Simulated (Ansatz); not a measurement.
# Photoemission of Si(111) with CH3 on 50 % of the top atoms and H on the rest, part 4 of 4

What would XPS and angle-resolved spectra of Si(111) with CH3 on 50 % of the top atoms and H on the rest look like?

Ansatz 0.2.0; DFT, PBE, plane-wave PAW, scalar-relativistic; PAW set soft_1.

So far. Step 3 (Bands by layer): The largest force component on a free atom is 0.008 eV/Å, so the atoms are at rest for these settings too.

## (4) Z+1 stand-in on atom 14

System of this step: Si23PH12C2. The cell holds 38 atoms: 12 H, 2 C, 23 Si and 1 P. Its edges and angles: a = 7.679 Å, b = 7.679 Å, c = 24.694 Å, α = 90.0°, β = 90.0°, γ = 60.0°. It derives from Si. Regions: ad, 10 atoms (2 C and 8 H); L1, 4 atoms (3 Si and 1 P); L2, 4 atoms (4 Si); L3, 4 atoms (4 Si); mid, 4 atoms (4 Si); rest, 12 atoms (8 Si and 4 H). Vacuum lies along c.

An atom with a screened core hole acts much like the next element, so total energies with that element on different sites give core-level shifts.

input.yaml

```yaml
crystal:
  lattice:
    - [7.6791796437, 0.0, 0.0]
    - [3.8395898218, 6.6503646517, 0.0]
    - [0.0, 0.0, 24.6937769138]
  atoms:
    - { symbol: H, position: [0.1005163754, 0.050480075, 0.7240763592] }
    - { symbol: H, position: [0.847894421, 0.1032855388, 0.7238450886] }
    - { symbol: H, position: [0.0489063907, 0.8490478318, 0.7241030624] }
    - { symbol: H, position: [0.6005163754, 0.050480075, 0.7240763592] }
    - { symbol: H, position: [0.347894421, 0.1032855388, 0.7238450886] }
    - { symbol: H, position: [0.5489063907, 0.8490478318, 0.7241030624] }
    - { symbol: C, position: [-0.0006967924, 0.0004438192, 0.7083013355] }
    - { symbol: C, position: [0.4993032076, 0.0004438192, 0.7083013355] }
    - { symbol: H, position: [0.0007445175, 0.4992753227, 0.6894970974] }
    - { symbol: H, position: [0.5007445175, 0.4992753227, 0.6894970974] }
    - { symbol: Si, position: [-9.32523e-05, -0.0006785062, 0.6311168074] }
    - { symbol: Si, position: [0.4999067477, -0.0006785062, 0.6311168074] }
    - { symbol: Si, position: [0.0001904997, 0.5005353913, 0.6283836157] }
    - { symbol: P, position: [0.5001904997, 0.5005353913, 0.6283836157] }
    - { symbol: Si, position: [0.8349209654, 0.3311110525, 0.5978858378] }
    - { symbol: Si, position: [0.3349209654, 0.3311110525, 0.5978858378] }
    - { symbol: Si, position: [0.8317881522, 0.8354792375, 0.5979540417] }
    - { symbol: Si, position: [0.3317881522, 0.8354792375, 0.5979540417] }
    - { symbol: Si, position: [0.8336198098, 0.3329546002, 0.5022495015] }
    - { symbol: Si, position: [0.3336198098, 0.3329546002, 0.5022495015] }
    - { symbol: Si, position: [0.8331109773, 0.8335362357, 0.502318719] }
    - { symbol: Si, position: [0.3331109773, 0.8335362357, 0.502318719] }
    - { symbol: Si, position: [0.1667868823, 0.1665583009, 0.4698689853] }
    - { symbol: Si, position: [0.6667868823, 0.1665583009, 0.4698689853] }
    - { symbol: Si, position: [0.1666054782, 0.6666138405, 0.4699981953] }
    - { symbol: Si, position: [0.6666054782, 0.6666138405, 0.4699981953] }
    - { symbol: Si, position: [0.166666667, 0.166666667, 0.374335324] }
    - { symbol: Si, position: [0.666666667, 0.166666667, 0.374335324] }
    - { symbol: Si, position: [0.166666667, 0.666666667, 0.374335324] }
    - { symbol: Si, position: [0.666666667, 0.666666667, 0.374335324] }
    - { symbol: Si, position: [0.0, 0.0, 0.342596438] }
    - { symbol: Si, position: [0.5, 0.0, 0.342596438] }
    - { symbol: Si, position: [0.0, 0.5, 0.342596438] }
    - { symbol: Si, position: [0.5, 0.5, 0.342596438] }
    - { symbol: H, position: [0.0, 0.0, 0.28347223] }
    - { symbol: H, position: [0.5, 0.0, 0.28347223] }
    - { symbol: H, position: [0.0, 0.5, 0.28347223] }
    - { symbol: H, position: [0.5, 0.5, 0.28347223] }
kpoints:
  mp_grid: { grid: [3, 3, 1] }
scf:
  occupations: { method: fermi_dirac, width: 0.02 }
  n_extra_bands: 28
hamiltonian:
  xc: pbe
  pseudopotentials: { kind: paw, azcp: { folder: soft_1 } }
output:
  forces: true
  write_potential: true
  volumetric_format: []
efield:
  axis: 3
  dipole_correction: true
```

Launch:

```
$ ansatz run input.yaml --threads 4 --pin off --max-ram 11264MiB --backend cpu --events-out ev --progress --plain --runs-dir out
```

Numbers of over 12 decimals in the logs are rounded to 6 here.

Log:

```text
[...]
Crystal: 38 atoms, lattice volume = 1261.095 Å³
Basis set: ecut = 420 eV, 24641 PW (Γ), exchange–correlation on 108×108×360 points (8 copies of the dense FFT grid, shifted against one another)
Bands: 87, of which v1, the nominal top of the filled ones, is band 59 counted from 1 (58 counted from 0)
Symmetry: 1 space group operations
[...]
k-points: 5 of 9 (time reversal used)
[...]
SCF iter   1: F=—  HF=-16081.763097 eV  |F-HF|=—  |Δ(HF+E_count)|=         —  Δρ=4.76e-2  dr2=3.27e1  ethr=3.10e-3  p=-0.000 e·Å  D=-3.41e-8 V/Å  ΔV_dip=0.00 eV  dr2_dipole=3.67e-1  V_vac-E_F(+/−)=5.50/5.50 eV  ⟨swp⟩=9.6  Hψ=2741  notcnv=0  defer=40
[...]
SCF iter  14: F=-16071.898877 eV  HF=-16071.898877 eV  |F-HF|=3.05e-8  |Δ(HF+E_count)|=   8.59e-8  Δρ=1.19e-6  dr2=4.68e-8  ethr=8.55e-11  p=0.251 e·Å  D=3.60e-2 V/Å  ΔV_dip=-0.89 eV  dr2_dipole=2.73e-10  V_vac-E_F(+/−)=2.81/3.70 eV  ⟨swp⟩=30.2  Hψ=5507  notcnv=0
SCF 1 converged in 14 iterations: F = -16071.898877 eV  dr2 = 4.68e-8
[...]
SCF converged after 14 iterations
Free energy (F): -16071.898877 eV
[...]
Internal energy: -16071.875300 eV  (E = F + TS)
E sigma→0 (E₀):  -16071.887088 eV
Entropy (-TS):   -0.023577 eV (-0.620 meV/atom)
Fermi energy:    1.060990 eV
Dipole field:    D = 0.036035 V/Å  (p = 0.251137 e·Å, saw-weighted, corrected)
Work function:   Φ+ = 2.8070 eV   Φ− = 3.6968 eV
[...]
--- Forces (eV/Å), atoms counted from 1 ---
  atom   1  H      0.00338106     0.00887943     0.00970218
  atom   2  H     -0.01059380    -0.01715558     0.01439550
  atom   3  H     -0.02605587     0.00258460     0.01104864
  atom   4  H      0.00961796    -0.02155605     0.00126695
  atom   5  H     -0.01160318    -0.00481050     0.01367245
  atom   6  H      0.01366342     0.00055243     0.01998667
  atom   7  C      0.05880998     0.01374829     0.01306821
  atom   8  C     -0.04029430     0.04382768     0.01309218
  atom   9  H      0.00038998    -0.02328188     0.03637658
  atom  10  H     -0.00222322     0.01137022    -1.33594083
  atom  11  Si    -0.12693506    -0.05387324    -0.04135069
  atom  12  Si     0.14646936    -0.05980976    -0.03276426
  atom  13  Si     0.00130918     0.15597682     0.00396285
  atom  14  P      0.00760785    -0.01856535     0.44406036
  atom  15  Si     0.21318532    -0.20949888     0.13890715
  atom  16  Si    -0.22438399    -0.19600991     0.13986477
  atom  17  Si     0.00008974     0.02769302     0.00227079
  atom  18  Si    -0.01472160     0.34474243     0.15918199
  atom  19  Si    -0.13177498     0.08177777    -0.10451928
  atom  20  Si     0.13754548     0.08386628    -0.10650714
  atom  21  Si     0.00208779    -0.00928457    -0.03228169
  atom  22  Si     0.00068415    -0.15831055    -0.10450567
  atom  23  Si    -0.00203517     0.01017273     0.39730642
  atom  24  Si    -0.00054632    -0.02355219     0.09713394
  atom  25  Si    -0.03600071     0.00928927     0.08112069
  atom  26  Si     0.03342843     0.00817824     0.07976988
  atom  27  Si     0.00202259    -0.00509559    -0.17272049
  atom  28  Si     0.00106748     0.02050401    -0.09872099
  atom  29  Si     0.02056025    -0.01210666    -0.07286366
  atom  30  Si    -0.02332031    -0.01174249    -0.07282186
  atom  31  Si    -0.02937773    -0.01955752     0.89708772
  atom  32  Si     0.02802843    -0.01969794     0.89680790
  atom  33  Si     0.00015850     0.03877994     0.90197550
  atom  34  Si     0.00036035     0.00427280     0.87725235
  atom  35  H      0.01321126     0.00670627    -0.76630754
  atom  36  H     -0.01265106     0.00673754    -0.76638145
  atom  37  H     -0.00054332    -0.01543200    -0.76669406
  atom  38  H     -0.00059386    -0.00032284    -0.77497204
  max |Σ_I F_I| component: 4.00e-5 eV/Å
--- Band table (eV; the first three rows and the last of 5) ---
  k-point 0: bands = [... 55 lower, -0.5408, -0.0252, -0.0186, 0.5847, 1.0636, 1.0862, 1.2728, 1.6296, ... 24 higher]
  k-point 1: bands = [... 55 lower, -1.1395, -0.9416, -0.4130, 1.0715, 1.4985, 1.8761, 1.9081, 1.9589, ... 24 higher]
  k-point 2: bands = [... 55 lower, -1.1345, -0.9746, -0.4207, 1.0614, 1.4974, 1.8616, 1.9389, 1.9740, ... 24 higher]
  k-point 4: bands = [... 55 lower, -1.2595, -1.2547, -1.1962, 1.9936, 2.0688, 2.3562, 2.4655, 2.5330, ... 24 higher]
```

Wall time 28 s (4 threads of Arm Neoverse V2, shared host); peak memory 2.5 GiB.

This step gave:

- free energy: -16071.8989 eV
- energy at zero smearing: -16071.8871 eV
- smearing term TS: 0.02358 eV
- Fermi energy: 1.061 eV
- symmetry operations: 1

## (5) Z+1 stand-in on atom 15

System of this step: Si23PH12C2. The cell holds 38 atoms: 12 H, 2 C, 23 Si and 1 P. Its edges and angles: a = 7.679 Å, b = 7.679 Å, c = 24.694 Å, α = 90.0°, β = 90.0°, γ = 60.0°. It derives from Si. Regions: ad, 10 atoms (2 C and 8 H); L1, 4 atoms (4 Si); L2, 4 atoms (1 P and 3 Si); L3, 4 atoms (4 Si); mid, 4 atoms (4 Si); rest, 12 atoms (8 Si and 4 H). Vacuum lies along c.

The same swap on atom 15.

input.yaml: that of step 4 with these lines changed.

```diff
@@ -19,4 +19,4 @@
     - { symbol: Si, position: [0.0001904997, 0.5005353913, 0.6283836157] }
-    - { symbol: P, position: [0.5001904997, 0.5005353913, 0.6283836157] }
-    - { symbol: Si, position: [0.8349209654, 0.3311110525, 0.5978858378] }
+    - { symbol: Si, position: [0.5001904997, 0.5005353913, 0.6283836157] }
+    - { symbol: P, position: [0.8349209654, 0.3311110525, 0.5978858378] }
     - { symbol: Si, position: [0.3349209654, 0.3311110525, 0.5978858378] }
```

Log:

```text
[...]
Crystal: 38 atoms, lattice volume = 1261.095 Å³
Basis set: ecut = 420 eV, 24641 PW (Γ), exchange–correlation on 108×108×360 points (8 copies of the dense FFT grid, shifted against one another)
Bands: 87, of which v1, the nominal top of the filled ones, is band 59 counted from 1 (58 counted from 0)
Symmetry: 1 space group operations
[...]
k-point 1: bands = [... 55 lower, -1.1569, -0.9831, -0.4334, 1.0420, 1.5294, 1.7647, 1.9535, 1.9590, ... 24 higher]
  k-point 2: bands = [... 55 lower, -1.1567, -1.0074, -0.4401, 1.0563, 1.5738, 1.7811, 1.9164, 1.9851, ... 24 higher]
  k-point 4: bands = [... 55 lower, -1.3860, -1.2526, -1.2054, 1.9592, 2.2072, 2.2878, 2.4372, 2.5341, ... 24 higher]
[key lines of the parts left out:]
SCF converged after 16 iterations
Free energy (F): -16072.112178 eV
Fermi energy:    1.042289 eV
Dipole field:    D = 0.030594 V/Å  (p = 0.213215 e·Å, saw-weighted, corrected)
Work function:   Φ+ = 2.9043 eV   Φ− = 3.6598 eV
```

Run time: 29 s. Hardware: 4 threads; peak memory 2.5 GiB; 1.9 min of CPU time.

Numbers from this step:

- free energy: -16072.1122 eV
- energy at zero smearing: -16072.1007 eV
- smearing term TS: 0.02304 eV
- Fermi energy: 1.042 eV

## (6) Z+1 stand-in on atom 23

System of this step: Si23PH12C2. The cell holds 38 atoms: 12 H, 2 C, 23 Si and 1 P. Its edges and angles: a = 7.679 Å, b = 7.679 Å, c = 24.694 Å, α = 90.0°, β = 90.0°, γ = 60.0°. It derives from Si. Regions: ad, 10 atoms (2 C and 8 H); L1, 4 atoms (4 Si); L2, 4 atoms (4 Si); L3, 4 atoms (4 Si); mid, 4 atoms (1 P and 3 Si); rest, 12 atoms (8 Si and 4 H). Vacuum lies along c.

The same swap on atom 23.

input.yaml: that of step 5 with these lines changed.

```diff
@@ -20,3 +20,3 @@
     - { symbol: Si, position: [0.5001904997, 0.5005353913, 0.6283836157] }
-    - { symbol: P, position: [0.8349209654, 0.3311110525, 0.5978858378] }
+    - { symbol: Si, position: [0.8349209654, 0.3311110525, 0.5978858378] }
     - { symbol: Si, position: [0.3349209654, 0.3311110525, 0.5978858378] }
@@ -28,3 +28,3 @@
     - { symbol: Si, position: [0.3331109773, 0.8335362357, 0.502318719] }
-    - { symbol: Si, position: [0.1667868823, 0.1665583009, 0.4698689853] }
+    - { symbol: P, position: [0.1667868823, 0.1665583009, 0.4698689853] }
     - { symbol: Si, position: [0.6667868823, 0.1665583009, 0.4698689853] }
```

Log:

```text
[...]
Crystal: 38 atoms, lattice volume = 1261.095 Å³
Basis set: ecut = 420 eV, 24641 PW (Γ), exchange–correlation on 108×108×360 points (8 copies of the dense FFT grid, shifted against one another)
Bands: 87, of which v1, the nominal top of the filled ones, is band 59 counted from 1 (58 counted from 0)
Symmetry: 1 space group operations
[...]
k-point 1: bands = [... 55 lower, -1.2143, -0.9889, -0.5453, 0.9741, 1.5708, 1.7766, 1.8548, 1.9092, ... 24 higher]
  k-point 2: bands = [... 55 lower, -1.2078, -1.0042, -0.5576, 0.9791, 1.5577, 1.7827, 1.8760, 1.9143, ... 24 higher]
  k-point 4: bands = [... 55 lower, -1.4297, -1.2878, -1.2727, 1.9566, 1.9711, 2.3108, 2.3845, 2.4463, ... 24 higher]
[key lines of the parts left out:]
SCF converged after 15 iterations
Free energy (F): -16072.115613 eV
Fermi energy:    0.976168 eV
Dipole field:    D = 0.015775 V/Å  (p = 0.109941 e·Å, saw-weighted, corrected)
Work function:   Φ+ = 3.1687 eV   Φ− = 3.5583 eV
```

Wall time 28 s (4 threads); peak memory 2.5 GiB; 1.8 min of CPU time.

Numbers from this step:

* free energy: -16072.1156 eV
* energy at zero smearing: -16072.1037 eV
* smearing term TS: 0.02378 eV
* Fermi energy: 0.9762 eV

## (7) Shifts from the Z+1 runs

An atom with a screened core hole acts like the next element, so the difference of two such total energies is the shift between the two sites; positive is more bound. Shifts count from the last listed atom of each element.

```
atom   region  replaced by  shell meant  free energy (eV)  shift (eV)
Si14  layer 1            P           2p        -16071.899       +0.22
Si15  layer 2            P           2p        -16072.112       +0.00
Si23   middle            P           2p        -16072.116       +0.00
```

The stand-in's nearest image is 7.7 Å away. The method gives no absolute levels and the same shift for every shell of an atom.

## (8) Summary of results

```
ionisation potential                                            : 4.18 eV (upper face; lower face 4.67 eV)
electron affinity (Kohn–Sham)                                   : 3.08 eV (slab's lowest empty level against the upper vacuum)
Si core shifts among the listed atoms, from the last listed one : +0.00 to +0.22 eV
```

**Reading.** The valence top of Si(111) with CH3 on 50 % of the top atoms and H on the rest lies 4.18 eV (upper face; lower face 4.67 eV) below the vacuum and the lowest empty level 3.08 eV below the vacuum of the upper face. Only the strongest levels a point were stored, too few to count surface states. The upper face's value lies 0.49 eV below that of the hydrogen-covered lower face; the difference is the dipole step of the groups. Core shifts by the Z+1 route: Si +0.00 to +0.22 eV. Among the sites run, the most bound Si 2p level is that of Si14 (layer 1), bonded to 3 Si and 1 H; the least bound, 0.22 eV shallower, that of Si23 (middle), tied with Si15, bonded to 4 Si. With the next element in place the extra electron enters the lowest empty band of the cell, and its attraction to the stand-in enters the order. At 21.2 eV the valence spectrum has its highest listed peaks within 10.8 eV at 2.8 eV (mixed, C 2p leading), 3.6 eV (mixed, C 2p leading) and 5.6 eV (C 2p). At 1486.7 eV the valence spectrum has its highest listed peaks within 13 eV at 1.7 eV (Si 3p), 2.3 eV (Si 3p), 6.6 eV (Si 3s), 7.3 eV (Si 3s) and 9.1 eV (Si 3s). The shell named is the one with most of the intensity, cross sections included, not always the one with most states there. In the main run, from 1486.7 eV towards hard X-rays the Si 3s share grows by 18 points, as its cross section falls more slowly with photon energy than those of the shells it gains on. The spectra rest on a 3×3×1 mesh, so closely spaced maxima can be ripples of the mesh. The slab's own atoms span 7.1 Å, so bulk bands appear as a few quantum-well levels, and states of the two faces can mix. The affinity uses the Kohn–Sham gap, which is too small, so the true affinity is lower and the true ionisation potential usually higher.

[Logs are printed without paths, hosts, clocks, repeated set-up lines and the standing remarks that a program may print on its own settings, such as how far it seeks lower states.]

[Hosts, paths, dates, database ids (printed as entryN), source tags and the programs' standing remarks are cut or masked in the printed files.]

[Maps of the electrostatic potential energy from Ansatz leave out the sawtooth potential of an applied field or a dipole correction, so their vacuum need not be flat; work functions include it.]
